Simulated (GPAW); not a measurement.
**A GW chain in GPAW: Sr2CaS3 (ordered alloy, started on the rocksalt lattice) (P-3m1)**

Aim: the G0W0 gap of Sr2CaS3 (ordered alloy, started on the rocksalt lattice) (P-3m1) on PBE, step by step.

Calculated with GPAW 26.7.0; PBE and many-body steps on it, plane waves.

Report form: the programs' logs are mostly left out.

The structure was built from a prototype and need not be the compound's stable phase.

### Step 1. Set-up

It takes space group P-3m1 (No. 164, trigonal). The conventional cell has a = 4.211 Å, b = 4.211 Å, c = 10.314 Å, α = 90.00°, β = 90.00°, γ = 120.00°. Nearest to Sr lie 6 S at 3.01 Å. Nearest to S lie 6 Sr at 3.01 Å. S has 3 Ca at 2.91 Å and 3 Sr at 3.01 Å nearest. Nearest to Ca lie 6 S at 2.91 Å. Farther neighbours and most contacts between anions are not listed.

Coordinates:

```cif
data_structure
_symmetry_space_group_name_H-M 'P 1'
_symmetry_Int_Tables_number 1
_cell_length_a 4.2114
_cell_length_b 4.2114
_cell_length_c 10.3137
_cell_angle_alpha 90.000
_cell_angle_beta 90.000
_cell_angle_gamma 120.000
_cell_volume 158.42
loop_
_atom_site_label
_atom_site_type_symbol
_atom_site_fract_x
_atom_site_fract_y
_atom_site_fract_z
_atom_site_occupancy
Sr1 Sr 0.66667 0.33333 0.67230 1
S2 S 0.00000 0.00000 0.50000 1
Sr3 Sr 0.33333 0.66667 0.32770 1
S4 S 0.66667 0.33333 0.15519 1
Ca5 Ca 0.00000 0.00000 0.00000 1
S6 S 0.33333 0.66667 0.84481 1
```

The structure was relaxed with PBE. The structure type comes from a generator and need not be one that this composition takes. The runs that relaxed it are not among those shown.

### Step 2. Ground state

This step: GPAW 26.7.0; DFT, PBE, plane waves, PAW.

The ground-state density comes first.

Input file run.py:

```python
import json
import numpy as np
from gpaw.mpi import world
from ase import Atoms
from gpaw import GPAW, PW, FermiDirac

atoms = Atoms(['Sr', 'S', 'Sr', 'S', 'Ca', 'S'],
    cell=[[4.2114010184, 0.0000000000, 0.0000000000],
      [-2.1057005092, 3.6471802675, 0.0000000000],
      [0.0000000000, 0.0000000000, 10.3137133108]],
    scaled_positions=[[0.6666666667, 0.3333333333, 0.6723026820],
      [0.0000000000, 1.0000000000, 0.5000000000],
      [0.3333333333, 0.6666666667, 0.3276973180],
      [0.6666666667, 0.3333333333, 0.1551912947],
      [0.0000000000, 1.0000000000, 0.0000000000],
      [0.3333333333, 0.6666666667, 0.8448087053]],
    pbc=(True, True, True))
calc = GPAW(mode=PW(450),
    xc='PBE',
    kpts={'size': (6, 6, 4), 'gamma': True},
    occupations=FermiDirac(0.001),
    nbands=-9,
    convergence={'density': 1e-6, 'bands': -3},
    maxiter=100,
    txt='gs.txt')
atoms.calc = calc
res = {'energy': atoms.get_potential_energy()}
kpts = calc.get_ibz_k_points()
res['kpts'] = kpts
res['eigenvalues'] = [calc.get_eigenvalues(kpt=k) for k in range(len(kpts))]
res['n_electrons'] = calc.get_number_of_electrons()
calc.write('gs.gpw')

if world.rank == 0:
    with open('result.json', 'w') as f:
        json.dump(res, f, default=lambda x: x.tolist())
```

Launch:

```console
mpirun -n 4 gpaw python run.py
```

Run time: 55 s. Hardware: 4 MPI ranks of Arm Neoverse V2, shared host; peak memory 0.8 GiB; 2.7 min of CPU time.

Numbers from this step:

| Item | Value |
| --- | --- |
| total energy | -30.52 eV |
| gap | 2.483 eV |
| k of the valence top | 0, 0, 0 |
| k of the conduction bottom | 0.5, 0.5, 0 |
| least direct gap | 3.051 eV |

The gap is indirect, with the least direct gap 0.57 eV higher.

### Step 3. Empty states on the mesh, 3×3×2 mesh, 137 bands

The sums over transitions need many empty states on a uniform mesh; this step solves for them.

Input file run.py:

```python
import json
import numpy as np
from gpaw.mpi import world
from gpaw import GPAW

calc = GPAW('gs.gpw').fixed_density(kpts={'size': (3, 3, 2), 'gamma': True},
    nbands=159,
    convergence={'bands': 137},
    txt='nscf.txt')
calc.write('full.gpw', mode='all')
res = {}
kpts = calc.get_ibz_k_points()
res['kpts'] = kpts
res['eigenvalues'] = [calc.get_eigenvalues(kpt=k) for k in range(len(kpts))]
res['n_electrons'] = calc.get_number_of_electrons()

if world.rank == 0:
    with open('result.json', 'w') as f:
        json.dump(res, f, default=lambda x: x.tolist())
```

Launch:

```console
mpirun -n 4 gpaw python run.py
```

Run time: 37 s. Hardware: 4 MPI ranks; peak memory 0.8 GiB; 1.8 min of CPU time.

This step gave:

```yaml
gap: 2.928 eV
k_of_the_valence_top: 0, 0, 0
k_of_the_conduction_bottom: 0.3333, 0, 0
least_direct_gap: 3.511 eV
k_points_computed: 6
lowest_point_of_the_top_converged_band_above_the_valence_top: 38.57 eV
```

On this mesh the gap is 2.928 eV. The earlier step found 2.483 eV, so this mesh misses an edge.

### Step 4. Screening and self-energy, 3×3×2 mesh, 127 bands, screening to 50 eV

G0W0 replaces the xc potential by the self-energy, built once from these orbitals. Only a window of levels is corrected, while the sums run over the empty bands that the input names.

This step: G0W0 on PBE, plane waves, PAW.

Input file run.py:

```python
import json
import numpy as np
from gpaw.mpi import world
from gpaw.response.g0w0 import G0W0

gw = G0W0('full.gpw',
    filename='gw',
    kpts=[0, 2, 3],
    bands=(22, 26),
    ecut=50,
    nbands=127,
    integrate_gamma='WS',
    ppa=True)
gw.calculate()
res = {mode: {k: v for k, v in r.items() if k != 'sigma_eskwn'}
       for mode, r in gw.all_results.items()}

if world.rank == 0:
    with open('result.json', 'w') as f:
        json.dump(res, f, default=lambda x: x.tolist())
```

Launch:

```console
mpirun -n 4 gpaw python run.py
```

Elapsed: 45 s, on 4 MPI ranks; peak memory 1.5 GiB.

This step gave:

* G0W0 gap on the points computed: 4.352 eV
* least direct G0W0 gap on the computed points: 4.703 eV
* Z at the valence top: 0.7976
* Z at the conduction bottom: 0.8311
* starting gap on the mesh: 2.928 eV
* k of the valence top: 0, 0, 0
* k of the conduction bottom: 0.3333, 0, 0

The gap on the mesh goes from 2.93 eV to 4.35 eV, a correction of +1.42 eV. The start differs from the 2.48 eV found before because the two sample other k points.

Limits: finite bands, cutoff and mesh; no spin-orbit coupling; coarse k mesh. v1 is the top filled band, c1 the lowest empty one. The levels before and after the correction (eV, zero at the valence-band top of each column):

|  | conduction bottom | valence top |
| --- | --- | --- |
| Kohn-Sham | 2.93 | 0.00 |
| G0W0 | 4.35 | 0.00 |

|  | level | energy (eV) |
| --- | --- | --- |
| Kohn-Sham | Γ v2 | -0.022 |
| Kohn-Sham | Γ v1 | 0.000 |
| Kohn-Sham | Γ c1 | 3.635 |
| Kohn-Sham | Γ c2 | 4.313 |
| Kohn-Sham | (0.333 0 0) v2 | -0.693 |
| Kohn-Sham | (0.333 0 0) v1 | -0.599 |
| Kohn-Sham | (0.333 0 0) c1 | 2.928 |
| Kohn-Sham | (0.333 0 0) c2 | 4.142 |
| G0W0 | Γ v2 | -0.043 |
| G0W0 | Γ v1 | 0.000 |
| G0W0 | Γ c1 | 4.703 |
| G0W0 | Γ c2 | 6.279 |
| G0W0 | (0.333 0 0) v2 | -0.795 |
| G0W0 | (0.333 0 0) v1 | -0.707 |
| G0W0 | (0.333 0 0) c1 | 4.352 |
| G0W0 | (0.333 0 0) c2 | 5.735 |

### Step 5. Where the time went

Times are wall times on 4 MPI ranks of Arm Neoverse V2, shared host. The host was busy with other work, so they are no guide to cost.

| step | time | share | memory (GiB) |
| --- | --- | --- | --- |
| ground state | 55 s | 40 % | 0.8 |
| empty states on the mesh | 37 s | 27 % | 0.8 |
| screening and self-energy | 45 s | 32 % | 1.5 |

### Step 6. What came out

```yaml
pbe_gap: 2.48 eV, indirect
g0w0_gap_on_the_mesh: 4.35 eV
g0w0_gap_over_the_zone_rigid_shift: 3.91 eV
gw_settings: 3×3×2 mesh, 127 bands, screening to 50 eV, Godby-Needs plasmon pole
known_limits: not at the basis limit; no spin-orbit coupling; coarse k mesh
```

**Reading.** G0W0 moves the gap on the mesh from 2.93 eV to 4.35 eV (+1.42 eV), with Z of 0.80 and 0.83 at the edges. The mesh misses the band edges by 0.44 eV in all; a rigid shift gives 3.91 eV for the zone. Only 3 of the mesh's irreducible points were corrected, so a valley elsewhere could overtake. Bands and cutoff are finite, so the gap is not at the basis limit. The miss can reach some tenths of an eV and take either sign; the mesh is an error of its own. These stock PAW sets were not made for GW. In the G0W0 run levels were corrected at 3 k points alone, so a gap called «on the mesh» is the least over those, and an edge elsewhere would be missed. A denser mesh or path gives a starting gap of 2.48 eV: the GW mesh misses a band edge, so its gaps are not the fundamental one. The 3×3×2 mesh is coarse for this cell, which bears on the long-range parts of exchange and screening. The many-body steps are scalar-relativistic: spin-orbit coupling is not in them.

[Paths, hosts, dates, memory and timing lines, banners, echoed tables and standing remarks are left out of the program output.]

[Logs are printed without paths, hosts, clocks, repeated set-up lines and the standing remarks that a program may print on its own settings, such as how far it seeks lower states.]

[Runs of the session that timed out or met a known fault of the program may be left out.]

[Hosts, paths, dates, database ids (printed as entryN), source tags and the programs' standing remarks are cut or masked in the printed files.]
